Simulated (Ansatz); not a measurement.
# SrCa3Te4: complex band structure, part 2 of 2

Wanted: the relaxed cell of SrCa3Te4, its band edges and its decay constants. It is built by putting Te for O, Sr for Cd in the Ca3CdO4 structure of space group Cmmm, with the volume rescaled by atomic radii. The parent structure comes from the Materials Project.

Ansatz 0.2.0; r2SCAN DFT, plane waves, PAW files (the session's first sound run).

So far, gap on the k-mesh (eV): step 3 (the bulk crystal and its band edges) 2.00.

The structure was built from a prototype and need not be the compound's stable phase.

## Step 6: Band edges at another level, cutoff 420 eV (continued)

Electronic bands along the path, in eV, zero at the Fermi level (highest filled level under fixed occupations); v1 is the highest filled band, c1 the lowest empty one:

| point | v4 | v3 | v2 | v1 | c1 | c2 | c3 | c4 |
| --- | --- | --- | --- | --- | --- | --- | --- | --- |
| VBM | -0.99 | -0.01 | 0.00 | 0.00 | 1.52 | 2.77 | 2.99 | 3.00 |
| halfway | -1.12 | -1.05 | -0.64 | -0.64 | 2.12 | 3.59 | 3.64 | 3.64 |
| CBM | -1.07 | -0.99 | -0.99 | -0.92 | 1.52 | 1.53 | 3.21 | 3.56 |

The searched edges give 1.52 eV, as on the mesh.

For the gap on the k-mesh, step 3 gave 2.00 eV; this run, with PBEsol and cutoff 420 eV, gives 1.52 eV.

## Step 7: Complex bands at another level, cutoff 420 eV

This step: PBEsol DFT, plane waves, PAW files; complex bands by layer matching along the plane's normal (Ansatz 0.2.0).

The complex bands at that level, over its own gap, at (0, 0) and (-0.5, 0).

The input, input.yaml:

```yaml
crystal:
  lattice:
    - [4.57079591, 0.0, 0.0]
    - [0.0, 9.144621542, 0.0]
    - [0.0, 4.572310771, 6.46445969]
  atoms:
    - { symbol: Ca, position: [0.0, 0.5, 0.0] }
    - { symbol: Ca, position: [0.5, 0.5, 0.5] }
    - { symbol: Ca, position: [0.5, 0.0, 0.5] }
    - { symbol: Sr, position: [0.0, 0.0, 0.0] }
    - { symbol: Te, position: [0.0, 0.2542828002, 0.4914343996] }
    - { symbol: Te, position: [0.5, 0.2585965422, 0.0] }
    - { symbol: Te, position: [0.5, 0.7414034578, 0.0] }
    - { symbol: Te, position: [0.0, 0.7457171998, 0.5085656004] }
kpoints:
  mp_grid: { grid: [6, 4, 4] }
scf:
  occupations: { method: fixed }
hamiltonian:
  xc: pbesol
output:
  eigenvalues: true
  transmission:
    leads: [[0, 0]]
    kpoints: [[0.0, 0.0], [-0.5, 0.0]]
    e_range: [-1.0, 2.52]
    de: 0.07
```

Started as:

```
> ansatz run input.yaml --threads 2 --pin off --max-ram 4096MiB --backend cpu --events-out ev --progress --plain --runs-dir out
```

It took 2.1 min on 2 threads of Arm Neoverse V2, shared host; peak memory 1.4 GiB.

Numbers from this step:

- level to which the leads are filled: 0.7599 eV from the Fermi level
- decay constant at the filling level, zone centre: 0.1408 Å⁻¹
- decay constant at the filling level, slowest listed point: 0.1408 Å⁻¹

K parallel (0, 0); values up to 1.5 1/Å, a degenerate pair printed once or twice; energies at which all values exceed this have no row. Table of Im kz of the slowest decaying states by energy, zero at the highest filled level on the SCF mesh:

| energy (eV) | decay 1 (Å⁻¹) | decay 2 (Å⁻¹) | decay 3 (Å⁻¹) | decay 4 (Å⁻¹) |
| --- | --- | --- | --- | --- |
| -1.0000 | 0.0716 | 0.223 | 0.270 | 0.352 |
| -0.7200 | 0.381 | 0.452 | 0.454 | 0.483 |
| -0.5100 | 0.457 | 0.463 | 0.486 | 0.507 |
| -0.2300 | 0.444 | 0.479 | 0.507 | 0.548 |
| -0.0200 | 0.436 | 0.485 | 0.515 | 0.566 |
| 0.2600 | 0.0947 | 0.203 | 0.205 | 0.427 |
| 0.4700 | 0.120 | 0.252 | 0.253 | 0.419 |
| 0.7500 | 0.141 | 0.287 | 0.288 | 0.407 |
| 1.0300 | 0.152 | 0.303 | 0.304 | 0.393 |
| 1.2400 | 0.156 | 0.307 | 0.307 | 0.319 |
| 1.5200 | 0.0399 | 0.156 | 0.302 | 0.303 |
| 1.7300 | 0.152 | 0.293 | 0.293 | 0.349 |
| 2.0100 | 0.142 | 0.272 | 0.273 | 0.326 |
| 2.2200 | 0.129 | 0.250 | 0.251 | 0.306 |
| 2.5000 | 0.100 | 0.208 | 0.209 | 0.275 |

K parallel (0, 0). The Re kz of states that move upwards by energy, zero at the highest filled level on the SCF mesh:

| energy (eV) | channel 1 (Å⁻¹) | channel 2 (Å⁻¹) | channel 3 (Å⁻¹) |
| --- | --- | --- | --- |
| -1.00 | -0.248 | 0.0502 | - |
| -0.86 | -0.222 | 0.298 | 0.307 |
| -0.65 | -0.184 | - | - |
| -0.51 | -0.407 | -0.402 | -0.157 |
| -0.30 | -0.277 | -0.273 | -0.115 |
| -0.16 | -0.189 | -0.184 | -0.0805 |
| -0.02 | -0.0630 | -0.0505 | -0.0249 |
| 0.19 | - | - | - |
| 0.33 | - | - | - |
| 0.47 | - | - | - |
| 0.68 | - | - | - |
| 0.82 | - | - | - |
| 1.03 | - | - | - |
| 1.17 | - | - | - |
| 1.31 | - | - | - |
| 1.52 | - | - | - |
| 1.66 | 0.225 | - | - |
| 1.80 | 0.323 | - | - |
| 2.01 | 0.434 | - | - |
| 2.15 | -0.475 | - | - |
| 2.36 | -0.386 | - | - |
| 2.50 | -0.328 | - | - |

K parallel (-0.5, 0); values up to 1.5 1/Å, a degenerate pair printed once or twice; energies at which all values exceed this have no row. Table of Im kz of the slowest decaying states by energy, zero at the highest filled level on the SCF mesh:

| energy (eV) | decay 1 (Å⁻¹) | decay 2 (Å⁻¹) | decay 3 (Å⁻¹) | decay 4 (Å⁻¹) |
| --- | --- | --- | --- | --- |
| -1.00 | 0.0864 | 0.172 | 0.219 | 0.276 |
| -0.86 | 0.0833 | 0.113 | 0.114 | 0.145 |
| -0.65 | 0.159 | 0.170 | 0.171 | 0.193 |
| -0.44 | 0.198 | 0.200 | 0.201 | 0.223 |
| -0.30 | 0.213 | 0.213 | 0.216 | 0.237 |
| -0.16 | 0.221 | 0.221 | 0.230 | 0.248 |
| -0.02 | 0.225 | 0.225 | 0.241 | 0.257 |
| 0.05 | 0.226 | 0.226 | 0.245 | 0.260 |
| 0.26 | 0.225 | 0.225 | 0.256 | 0.269 |
| 0.40 | 0.221 | 0.221 | 0.262 | 0.272 |
| 0.54 | 0.214 | 0.215 | 0.266 | 0.274 |
| 0.75 | 0.199 | 0.200 | 0.270 | 0.276 |
| 0.96 | 0.177 | 0.178 | 0.272 | 0.275 |
| 1.10 | 0.157 | 0.159 | 0.272 | 0.273 |
| 1.24 | 0.131 | 0.133 | 0.270 | 0.271 |
| 1.45 | 0.0677 | 0.0720 | 0.264 | 0.269 |
| 1.66 | 0.256 | 0.264 | 0.442 | 0.480 |
| 1.80 | 0.249 | 0.260 | 0.432 | 0.471 |
| 1.94 | 0.241 | 0.255 | 0.422 | 0.460 |
| 2.15 | 0.227 | 0.246 | 0.405 | 0.442 |
| 2.36 | 0.210 | 0.236 | 0.385 | 0.420 |
| 2.50 | 0.196 | 0.227 | 0.370 | 0.404 |

At the listed wavevectors the last open channel is at -0.02 eV and the next at +1.52 eV on the grid. At +0.75 eV, the grid energy nearest the filling level (the middle of the gap on the SCF mesh), the slowest state at the listed wavevectors decays with κ = 0.141 Å⁻¹, its amplitude falling by e over 7.1 Å; the first such run, plane (010), gave 0.170 Å⁻¹.

## Step 8: Results

| Property | Result |
| --- | --- |
| band gap | 2.00 eV |
| least decay constant at mid-gap, normal to (010) | 0.170 Å⁻¹ |
| least decay constant on a mesh, normal to (010) | 0.170 Å⁻¹ |
| least decay constant, PBEsol | 0.141 Å⁻¹ |

In words: With r2SCAN, the slowest decay at the wavevectors tried is κ = 0.170 Å⁻¹, normal to (010). Through such a film the transmission near mid-gap falls as exp(−2κd), a factor of ten every 6.8 Å. A free electron under a barrier of half the gap would need a mass of 0.11 mₑ to decay at this rate. With PBEsol the gap goes from 2.00 to 1.52 eV and the decay constant, over the first 2 listed wavevectors, from 0.170 to 0.141 Å⁻¹. The compound is made up by substitution; its stability against other phases and against distortions of the cell's symmetry was not tested. r2SCAN still narrows gaps, if less than LDA and GGA do, while spin-orbit coupling, left out here, narrows them in compounds of heavy elements, so the error in κ can go either way.

[Logs are printed without paths, hosts, clocks, repeated set-up lines and the standing remarks that a program may print on its own settings, such as how far it seeks lower states.]

[Hosts, paths, dates, database ids (printed as entryN), source tags and the programs' standing remarks are cut or masked in the printed files.]
